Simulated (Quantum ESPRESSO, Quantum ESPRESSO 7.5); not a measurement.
## Nb(110) under a row of overlayers

Wanted: work-function changes of Nb(110) along a row of adsorbates.

Program: Quantum ESPRESSO 7.5. Level of theory: plane-wave DFT, PBE, GBRV ultrasoft pseudopotentials. Results are calculated unless marked as measured.

**Measured values to reproduce.**

For Nb (clean (110) face), “Anisotropic work function of elemental crystals” (2019, arxiv:1902.07811) quotes earlier work: work function (clean (110) face) 4.63 eV.

Most raw output is cut from this account.

### Step 1. The starting structure

The cell holds 5 atoms: 5 Nb. Cell: a = 2.858 Å, b = 2.858 Å, c = 25.334 Å, α = 90.0°, β = 90.0°, γ = 70.5°. It derives from Nb. Vacuum lies along c.

This is the clean slab. Each overlayer is one atom a surface cell, set on the long-bridge site and held there by symmetry.

This run has no spin polarisation although its electron count is odd. A spin-polarised state was not tried and may lie lower.

### Step 2. Relaxing the ions, clean face, with nosym = False

A first try, with the settings that serve most slabs.

clean.relax.try.in

```
&control
  prefix = 'clean.relax'
  outdir = './out'
  pseudo_dir = './pseudo'
  nstep = 40
  forc_conv_thr = 0.001
  calculation = 'relax'
/
&system
  ibrav = 0
  nat = 5
  ntyp = 1
  ecutwfc = 40
  ecutrho = 200
  occupations = 'smearing'
  smearing = 'mv'
  degauss = 0.02
/
&electrons
  conv_thr = 1e-07
  mixing_beta = 0.4
  electron_maxstep = 120
  mixing_mode = 'local-TF'
/
&ions
/
ATOMIC_SPECIES
  Nb  92.9064  nb_pbe_v1.uspp.F.UPF
CELL_PARAMETERS angstrom
  2.33345237791561 -1.65000000000000 0.00000000000000
  2.33345237791561 1.65000000000000 0.00000000000000
  0.00000000000000 0.00000000000000 25.33380951166243
ATOMIC_POSITIONS crystal
  Nb  0.000000000000 0.000000000000 0.315783538055 0 0 0
  Nb  0.500000000000 0.500000000000 0.407891769027 0 0 0
  Nb  0.000000000000 0.000000000000 0.500000000000 0 0 0
  Nb  0.500000000000 0.500000000000 0.592108230973
  Nb  0.000000000000 0.000000000000 0.684216461945
K_POINTS automatic
  10 10 1 0 0 0
```

Started as:

```console
$ OMP_NUM_THREADS=1 mpirun -n 4 pw.x -nk 4 -in clean.relax.try.in > clean.relax.try.out
```

The job ended after 45 s (4 MPI ranks of Intel Xeon Platinum 8488C (Sapphire Rapids), shared host; peak memory 0.63 GiB).

This try failed: “checkallsym (1): some of the original symmetry operations not satisfied”.

The message: “checkallsym (1): some of the original symmetry operations not satisfied”. The slab starts symmetric, and holding atoms on one side alone breaks that symmetry at the first step; without symmetry the check falls away, at the price of more k points.

### Step 3. Relaxing the ions, clean face

The run is repeated without symmetry.

The upper layers and the overlayer are relaxed in a plain periodic cell; the small field of the images is left in for this step. Atoms flagged 0 0 0 are held.

clean.relax.in, as its differences from the input of step 2:

```diff
@@ -17,2 +17,3 @@
   degauss = 0.02
+  nosym = .true.
 /
```

Started as:

```console
$ OMP_NUM_THREADS=1 mpirun -n 4 pw.x -nk 4 -in clean.relax.in > clean.relax.out
```

It took 7.2 min on 4 MPI ranks; peak memory 0.71 GiB; 29 min of CPU time.

The steps of the relaxation:

```csv
step,energy less that of the first step (eV),largest force (eV/Å)
1,0.0000,0.3938
2,-0.0053,0.3286
3,-0.0103,0.2592
4,-0.0158,0.1797
5,-0.0192,0.0485
6,-0.0193,0.0445
7,-0.0194,0.0485
8,-0.0196,0.0497
9,-0.0199,0.0465
10,-0.0202,0.0352
11,-0.0204,0.0096
```

The atoms that moved most (Å):

```csv
atom,dx,dy,dz,length
Nb5,0.000,0.000,-0.080,0.080
Nb4,0.000,0.000,0.028,0.028
```

The relaxation lowers the energy by 4 meV an atom. On the free atoms the largest force ends at 0.010 eV/Å.

This step gave:

- free energy: -8020.7180 eV
- Fermi energy: 6.002 eV

### Step 4. SCF with pw.x, clean face

Open boundaries by another road: assume_isolated = 'esm' with bc1, the slab centred on z = 0.

clean.esm.in

```
&control
  prefix = 'clean.esm'
  outdir = './out'
  pseudo_dir = './pseudo'
  calculation = 'scf'
  tprnfor = .true.
/
&system
  ibrav = 0
  nat = 5
  ntyp = 1
  ecutwfc = 40
  ecutrho = 200
  occupations = 'smearing'
  smearing = 'mv'
  degauss = 0.02
  assume_isolated = 'esm'
  esm_bc = 'bc1'
/
&electrons
  conv_thr = 1e-07
  mixing_beta = 0.4
  electron_maxstep = 120
  mixing_mode = 'local-TF'
/
ATOMIC_SPECIES
  Nb  92.9064  nb_pbe_v1.uspp.F.UPF
CELL_PARAMETERS angstrom
  2.33345237791561 -1.65000000000000 0.00000000000000
  2.33345237791561 1.65000000000000 0.00000000000000
  0.00000000000000 0.00000000000000 25.33380951166243
ATOMIC_POSITIONS crystal
  Nb  0.000000000000 0.000000000000 -0.182634808250
  Nb  0.500000000000 0.500000000000 -0.090526577350
  Nb  0.000000000000 0.000000000000 0.001581653650
  Nb  0.499999886400 0.500000101500 0.094792242650
  Nb  -0.000000236500 0.000000186500 0.182634808250
K_POINTS automatic
  10 10 1 0 0 0
```

Started as:

```console
$ OMP_NUM_THREADS=1 mpirun -n 4 pw.x -nk 4 -in clean.esm.in > clean.esm.out
```

Elapsed: 90 s, on 4 MPI ranks; peak memory 0.65 GiB; 6 min of CPU time.

This step gave:

```
free energy                                                    : -8020.7173 eV
Fermi energy                                                   : -4.583 eV
vacuum line at the lower end of the cell, over the Fermi level : 4.627 eV
vacuum line at the upper end of the cell, over the Fermi level : 4.539 eV
```

Electrostatic potential energy of an electron; zero at the Fermi level. The potential energy, planar mean by z:

z (Å), potential energy, planar mean (eV) and a bar from the least value:
```
    -12.5        4.6 ##############################
    -12.0        4.6 ##############################
    -11.5        4.6 ##############################
    -11.0        4.6 ##############################
    -10.5        4.6 ##############################
    -10.0        4.6 ##############################
     -9.5        4.6 ##############################
     -9.0        4.6 ##############################
     -8.5        4.6 ##############################
     -8.0        4.6 ##############################
     -7.5        4.5 ##############################
     -7.0        4.3 ##############################
     -6.5        3.7 #############################
     -6.0        1.8 ############################
     -5.5       -3.5 #######################
     -5.0      -21.2 ########
     -4.5      -29.6 #
     -4.0       -9.8 ##################
     -3.5       -1.2 #########################
     -3.0       -7.2 ####################
     -2.5      -27.3 ###
     -2.0      -24.5 #####
     -1.5       -5.0 ######################
     -1.0       -1.6 #########################
     -0.5      -13.5 ###############
      0.0      -30.9 
      0.5      -17.0 ############
      1.0       -2.2 ########################
      1.5       -2.9 ########################
      2.0      -19.8 #########
      2.5      -30.0 #
      3.0      -11.1 #################
      3.5       -2.1 ########################
      4.0      -10.0 ##################
      4.5      -29.6 #
      5.0      -21.2 ########
      5.5       -3.5 #######################
      6.0        1.8 ############################
      6.5        3.6 #############################
      7.0        4.2 ##############################
      7.5        4.4 ##############################
      8.0        4.5 ##############################
      8.5        4.5 ##############################
      9.0        4.5 ##############################
      9.5        4.5 ##############################
     10.0        4.5 ##############################
     10.5        4.5 ##############################
     11.0        4.5 ##############################
     11.5        4.5 ##############################
     12.0        4.5 ##############################
     12.5        4.5 ##############################
```

The vacuum levels are read from the outermost 0.7 Å of the cell on either side.

The run needed 32 iterations to bring the estimated error under 1e-07 Ry; the largest force on any atom, held or free, is 0.38 eV/Å.

Inside the slab this potential holds the local part of the pseudopotentials, which can be repulsive at the nuclei; only its value in the vacuum has a meaning of its own.

### Step 5. Projections on atomic orbitals, clean face

projwfc.x splits the states by atom and orbital; the spilling says how much the atomic basis misses.

clean.pdos.in

```
&projwfc
  prefix = 'clean.esm'
  outdir = './out'
  filpdos = 'clean.pdos'
  Emin = -12.583
  Emax = -0.583
  DeltaE = 0.1
  ngauss = 0
  degauss = 0.01
/
```

Started as:

```console
$ OMP_NUM_THREADS=1 mpirun -n 4 projwfc.x -in clean.pdos.in > clean.pdos.out
```

Wall time 1.9 s (4 MPI ranks); peak memory 0.09 GiB; 6.8 s of CPU time.

Read from the output:

```
spilling of the projection : 8.00e-4
```

Projected DOS an atom over height of the atomic layer and energy from the Fermi level. Columns are the atomic layers from the bottom up.

Values in states/eV, 22 rows by 5 columns, each cell a mean:
```
1.34 0.62 0.63 0.60 1.30
1.23 0.46 0.43 0.44 1.19
1.02 0.60 0.64 0.60 1.01
1.68 1.33 1.54 1.26 1.64
2.03 1.29 1.48 1.31 2.01
1.63 1.17 1.37 1.03 1.45
1.91 1.93 1.78 1.80 1.78
1.06 1.15 1.33 1.36 1.22
0.90 0.99 0.86 0.93 0.82
1.37 1.63 1.24 1.57 1.41
0.84 1.16 1.02 1.25 0.98
0.47 0.86 1.04 0.98 0.57
0.19 0.23 0.24 0.25 0.21
0.07 0.10 0.09 0.10 0.07
0.09 0.13 0.13 0.13 0.09
0.03 0.06 0.07 0.06 0.03
0.01 0.02 0.03 0.02 0.01
0.00 0.00 0.00 0.00 0.00
0.00 0.00 0.00 0.00 0.00
0.00 0.00 0.00 0.00 0.00
0.00 0.00 0.00 0.00 0.00
0.00 0.00 0.00 0.00 0.00
```
Columns: height of the atomic layer (Å) from -4.63 to 4.63; rows upwards: energy from the Fermi level (eV) from -8.00 to 1.50.

The atomic orbitals miss 0.1 % of the occupied states; for empty states the projections can miss much more.

### Step 6. Relaxing the ions, C overlayer

System of this step: Nb(110), 5 layers, one monolayer of C on longbridge sites. The cell holds 6 atoms: 5 Nb and 1 C. Cell: a = 2.858 Å, b = 2.858 Å, c = 28.334 Å, α = 90.0°, β = 90.0°, γ = 70.5°. It derives from Nb. Vacuum lies along c.

C.relax.in

```
&control
  prefix = 'C.relax'
  outdir = './out'
  pseudo_dir = './pseudo'
  nstep = 40
  forc_conv_thr = 0.001
  calculation = 'relax'
/
&system
  ibrav = 0
  nat = 6
  ntyp = 2
  ecutwfc = 40
  ecutrho = 200
  occupations = 'smearing'
  smearing = 'mv'
  degauss = 0.02
/
&electrons
  conv_thr = 1e-07
  mixing_beta = 0.4
  electron_maxstep = 120
  mixing_mode = 'local-TF'
/
&ions
/
ATOMIC_SPECIES
  Nb  92.9064  nb_pbe_v1.uspp.F.UPF
  C   12.0110  c_pbe_v1.2.uspp.F.UPF
CELL_PARAMETERS angstrom
  2.33345237791561 -1.65000000000000 0.00000000000000
  2.33345237791561 1.65000000000000 0.00000000000000
  0.00000000000000 0.00000000000000 28.33380951166243
ATOMIC_POSITIONS crystal
  Nb  0.000000000000 0.000000000000 0.292936253298 0 0 0
  Nb  0.500000000000 0.500000000000 0.375292011953 0 0 0
  Nb  0.000000000000 0.000000000000 0.457647770608 0 0 0
  Nb  0.500000000000 0.500000000000 0.540003529262
  Nb  0.000000000000 0.000000000000 0.622359287917
  C   0.500000000000 0.500000000000 0.683870342584
K_POINTS automatic
  10 10 1 0 0 0
```

Started as:

```console
$ OMP_NUM_THREADS=1 mpirun -n 4 pw.x -nk 4 -in C.relax.in > C.relax.out
```

The job ended after 14 min (4 MPI ranks; peak memory 0.73 GiB; 54 min of CPU time).

Step by step:

```csv
step,energy less that of the first step (eV),largest force (eV/Å)
1,0.0000,3.5040
2,-0.4940,3.4899
3,-0.9961,3.0493
4,-1.5039,1.6323
5,-1.5809,1.1902
6,-1.6169,0.3127
7,-1.6211,0.2388
8,-1.6257,0.2084
9,-1.6315,0.1835
10,-1.6363,0.1259
11,-1.6379,0.1782
12,-1.6392,0.2164
13,-1.6411,0.2380
14,-1.6443,0.2517
15,-1.6490,0.2503
16,-1.6551,0.2067
17,-1.6592,0.0421
18,-1.6594,0.0356
19,-1.6595,0.0069
```

The atoms that moved most (Å):

```csv
atom,dx,dy,dz,length
C6,0.000,0.000,-0.554,0.554
Nb5,0.000,0.000,0.128,0.128
Nb4,0.000,0.000,-0.035,0.035
```

Final coordinates:

```cif
data_structure
_symmetry_space_group_name_H-M 'P 1'
_symmetry_Int_Tables_number 1
_cell_length_a 2.8579
_cell_length_b 2.8579
_cell_length_c 28.3338
_cell_angle_alpha 90.000
_cell_angle_beta 90.000
_cell_angle_gamma 70.529
_cell_volume 218.18
loop_
_atom_site_label
_atom_site_type_symbol
_atom_site_fract_x
_atom_site_fract_y
_atom_site_fract_z
_atom_site_occupancy
Nb1 Nb 0.00000 0.00000 0.29294 1
Nb2 Nb 0.50000 0.50000 0.37529 1
Nb3 Nb 0.00000 0.00000 0.45765 1
Nb4 Nb 0.50000 0.50000 0.53875 1
Nb5 Nb 0.00000 0.00000 0.62688 1
C6 C 0.50000 0.50000 0.66434 1
```

The relaxation lowers the energy by 277 meV an atom. On the free atoms the largest force ends at 0.007 eV/Å.

Read from the output:

```
free energy  : -8175.8013 eV
Fermi energy : 4.888 eV
```

### Step 7. SCF with pw.x, C overlayer

C.esm.in

```
&control
  prefix = 'C.esm'
  outdir = './out'
  pseudo_dir = './pseudo'
  calculation = 'scf'
  tprnfor = .true.
/
&system
  ibrav = 0
  nat = 6
  ntyp = 2
  ecutwfc = 40
  ecutrho = 200
  occupations = 'smearing'
  smearing = 'mv'
  degauss = 0.02
  assume_isolated = 'esm'
  esm_bc = 'bc1'
/
&electrons
  conv_thr = 1e-07
  mixing_beta = 0.4
  electron_maxstep = 120
  mixing_mode = 'local-TF'
/
ATOMIC_SPECIES
  Nb  92.9064  nb_pbe_v1.uspp.F.UPF
  C   12.0110  c_pbe_v1.2.uspp.F.UPF
CELL_PARAMETERS angstrom
  2.33345237791561 -1.65000000000000 0.00000000000000
  2.33345237791561 1.65000000000000 0.00000000000000
  0.00000000000000 0.00000000000000 28.33380951166243
ATOMIC_POSITIONS crystal
  Nb  0.000000000000 0.000000000000 -0.185699553200
  Nb  0.500000000000 0.500000000000 -0.103343794500
  Nb  0.000000000000 0.000000000000 -0.020988035900
  Nb  0.500000000000 0.500000000000 0.060117580100
  Nb  0.000000000000 0.000000000000 0.148239910700
  C   0.500000000000 0.500000000000 0.185699553200
K_POINTS automatic
  10 10 1 0 0 0
```

Started as:

```console
$ OMP_NUM_THREADS=1 mpirun -n 4 pw.x -nk 4 -in C.esm.in > C.esm.out
```

Wall time 1.7 min (4 MPI ranks); peak memory 0.65 GiB.

Read from the output:

```
free energy                                                    : -8175.7984 eV
Fermi energy                                                   : -5.340 eV
vacuum line at the lower end of the cell, over the Fermi level : 4.617 eV
vacuum line at the upper end of the cell, over the Fermi level : 6.064 eV
```

The potential energy, planar mean oscillates, so the rows of the table below give means over windows of 2.33 Å about each position, cut where the curve ends. Its maxima inside the range that stand out by 2 % of the span (Å: eV): -4.1: -1.08, -1.8: -1.19, 0.6: -1.46, 2.9: -0.447. Its minima: -5.2: -31.2, -2.9: -31.1, -0.6: -31.1, 1.8: -30.9, 4.2: -31.8.

Electrostatic potential energy of an electron; zero at the Fermi level. Potential energy, planar mean against z; means over each step:

```csv
z (Å),"potential energy, planar mean (eV)"
-12.95,4.62
-10.62,4.62
-8.29,4.42
-5.96,-11.5
-3.62,-13.8
-1.29,-13.9
1.04,-14.1
3.37,-12.9
5.70,-3.88
8.02,6.04
10.36,6.06
12.69,6.06
```

The covered face stands at 6.06 eV against 4.54 eV when clean.

Inside the slab this potential holds the local part of the pseudopotentials, which can be repulsive at the nuclei; only its value in the vacuum has a meaning of its own.

### Step 8. Projected density of states, C overlayer

C.pdos.in

```
&projwfc
  prefix = 'C.esm'
  outdir = './out'
  filpdos = 'C.pdos'
  Emin = -13.34
  Emax = -1.34
  DeltaE = 0.1
  ngauss = 0
  degauss = 0.01
/
```

Started as:

```console
$ OMP_NUM_THREADS=1 mpirun -n 4 projwfc.x -in C.pdos.in > C.pdos.out
```

Run time: 2.1 s. Hardware: 4 MPI ranks; peak memory 0.26 GiB; 7.3 s of CPU time.

This step gave:

| Item | Value |
| --- | --- |
| spilling of the projection | 0.0011 |

Projected DOS an atom over height of the atomic layer and energy from the Fermi level. Columns are the atomic layers from the bottom up.

Ten even steps from '0' (0.00 states/eV) to '9' (2.13 states/eV), each cell a mean:
```
522331
421210
534443
866522
966721
756721
999732
344443
554664
676642
355331
234353
000153
000143
000011
000000
000000
000000
000000
000000
000000
000000
```
Columns: height of the atomic layer (Å) from -5.26 to 5.26 (not evenly spaced); rows upwards: energy from the Fermi level (eV) from -8.00 to 1.40.

The atomic orbitals miss 0.1 % of the occupied states; for empty states the projections can miss much more.

### Step 9. Relaxing the ions, N overlayer

System of this step: Nb(110), 5 layers, one monolayer of N on longbridge sites. The cell holds 6 atoms: 5 Nb and 1 N. Cell: a = 2.858 Å, b = 2.858 Å, c = 28.334 Å, α = 90.0°, β = 90.0°, γ = 70.5°. It derives from Nb. Vacuum lies along c.

N.relax.in

```
&control
  prefix = 'N.relax'
  outdir = './out'
  pseudo_dir = './pseudo'
  nstep = 40
  forc_conv_thr = 0.001
  calculation = 'relax'
/
&system
  ibrav = 0
  nat = 6
  ntyp = 2
  ecutwfc = 40
  ecutrho = 200
  occupations = 'smearing'
  smearing = 'mv'
  degauss = 0.02
/
&electrons
  conv_thr = 1e-07
  mixing_beta = 0.4
  electron_maxstep = 120
  mixing_mode = 'local-TF'
/
&ions
/
ATOMIC_SPECIES
  Nb  92.9064  nb_pbe_v1.uspp.F.UPF
  N   14.0070  n_pbe_v1.2.uspp.F.UPF
CELL_PARAMETERS angstrom
  2.33345237791561 -1.65000000000000 0.00000000000000
  2.33345237791561 1.65000000000000 0.00000000000000
  0.00000000000000 0.00000000000000 28.33380951166243
ATOMIC_POSITIONS crystal
  Nb  0.000000000000 0.000000000000 0.292936253298 0 0 0
  Nb  0.500000000000 0.500000000000 0.375292011953 0 0 0
  Nb  0.000000000000 0.000000000000 0.457647770608 0 0 0
  Nb  0.500000000000 0.500000000000 0.540003529262
  Nb  0.000000000000 0.000000000000 0.622359287917
  N   0.500000000000 0.500000000000 0.681416650196
K_POINTS automatic
  10 10 1 0 0 0
```

Started as:

```console
$ OMP_NUM_THREADS=1 mpirun -n 4 pw.x -nk 4 -in N.relax.in > N.relax.out
```

Elapsed: 13 min, on 4 MPI ranks; peak memory 0.72 GiB; 51 min of CPU time.

Relaxation path:

```csv
step,energy less that of the first step (eV),largest force (eV/Å)
1,0.0000,4.7648
2,-0.8826,4.4319
3,-1.6962,3.3254
4,-2.1793,0.7723
5,-2.1921,0.3758
6,-2.2002,0.3709
7,-2.2080,0.3071
8,-2.2153,0.1927
9,-2.2179,0.1635
10,-2.2188,0.1780
11,-2.2200,0.1855
12,-2.2221,0.1880
13,-2.2253,0.1838
14,-2.2298,0.1711
15,-2.2357,0.1369
16,-2.2408,0.0412
17,-2.2414,0.0080
```

The atoms that moved most (Å):

```csv
atom,dx,dy,dz,length
N6,0.000,0.000,-0.566,0.566
Nb5,0.000,0.000,0.132,0.132
Nb4,0.000,0.000,-0.040,0.040
```

Final coordinates:

```xyz
6
Lattice="2.3335 -1.6500 0.0000 2.3335 1.6500 0.0000 0.0000 0.0000 28.3338" Properties=species:S:1:pos:R:3
Nb    0.0000    0.0000    8.3000
Nb    2.3335    0.0000   10.6335
Nb    0.0000    0.0000   12.9669
Nb    2.3335    0.0000   15.2600
Nb    0.0000    0.0000   17.7662
N     2.3335    0.0000   18.7415
```

The relaxation lowers the energy by 374 meV an atom. On the free atoms the largest force ends at 0.008 eV/Å.

Numbers from this step:

- free energy: -8295.8630 eV
- Fermi energy: 4.865 eV

### Step 10. Self-consistent run, N overlayer

N.esm.in

```
&control
  prefix = 'N.esm'
  outdir = './out'
  pseudo_dir = './pseudo'
  calculation = 'scf'
  tprnfor = .true.
/
&system
  ibrav = 0
  nat = 6
  ntyp = 2
  ecutwfc = 40
  ecutrho = 200
  occupations = 'smearing'
  smearing = 'mv'
  degauss = 0.02
  assume_isolated = 'esm'
  esm_bc = 'bc1'
/
&electrons
  conv_thr = 1e-07
  mixing_beta = 0.4
  electron_maxstep = 120
  mixing_mode = 'local-TF'
/
ATOMIC_SPECIES
  Nb  92.9064  nb_pbe_v1.uspp.F.UPF
  N   14.0070  n_pbe_v1.2.uspp.F.UPF
CELL_PARAMETERS angstrom
  2.33345237791561 -1.65000000000000 0.00000000000000
  2.33345237791561 1.65000000000000 0.00000000000000
  0.00000000000000 0.00000000000000 28.33380951166243
ATOMIC_POSITIONS crystal
  Nb  0.000000000000 0.000000000000 -0.184258872000
  Nb  0.500000000000 0.500000000000 -0.101903113300
  Nb  0.000000000000 0.000000000000 -0.019547354700
  Nb  0.500000000000 0.500000000000 0.061385431500
  Nb  0.000000000000 0.000000000000 0.149836136400
  N   0.500000000000 0.500000000000 0.184258872000
K_POINTS automatic
  10 10 1 0 0 0
```

Started as:

```console
$ OMP_NUM_THREADS=1 mpirun -n 4 pw.x -nk 4 -in N.esm.in > N.esm.out
```

It took 2 min on 4 MPI ranks; peak memory 0.71 GiB.

Numbers from this step:

* free energy: -8295.8596 eV
* Fermi energy: -5.404 eV
* vacuum line at the lower end of the cell, over the Fermi level: 4.615 eV
* vacuum line at the upper end of the cell, over the Fermi level: 6.194 eV

The potential energy, planar mean oscillates, so the rows of the table below give means over windows of 2.33 Å about each position, cut where the curve ends. Its maxima inside the range that stand out by 2 % of the span (Å: eV): -4.1: -1.09, -1.8: -1.21, 0.6: -1.47, 2.9: -0.398. Its minima: -5.2: -31.2, -2.9: -31.0, -0.6: -31.0, 1.8: -31.1, 4.2: -32.0.

Electrostatic potential energy of an electron; zero at the Fermi level. Table of potential energy, planar mean by z; means over each step:

z (Å), potential energy, planar mean (eV) and a bar from the least value:
```
   -12.95        4.6 ############################
   -10.62        4.6 ############################
    -8.29        4.4 ###########################
    -5.96      -11.1 #####
    -3.62      -13.8 #
    -1.29      -13.9 
     1.04      -14.2 
     3.37      -12.8 ##
     5.70       -4.3 ###############
     8.02        6.2 ##############################
    10.36        6.2 ##############################
    12.69        6.2 ##############################
```

The covered face stands at 6.19 eV against 4.54 eV when clean.

Inside the slab this potential holds the local part of the pseudopotentials, which can be repulsive at the nuclei; only its value in the vacuum has a meaning of its own.

(Part 1 of 2 ends here.)

[Logs are printed without paths, hosts, clocks, repeated set-up lines and the standing remarks that a program may print on its own settings, such as how far it seeks lower states.]

[Hosts, paths, dates, database ids (printed as entryN), source tags and the programs' standing remarks are cut or masked in the printed files.]

[Maps of the electrostatic potential energy from Ansatz leave out the sawtooth potential of an applied field or a dipole correction, so their vacuum need not be flat; planar profiles and work functions include it.]
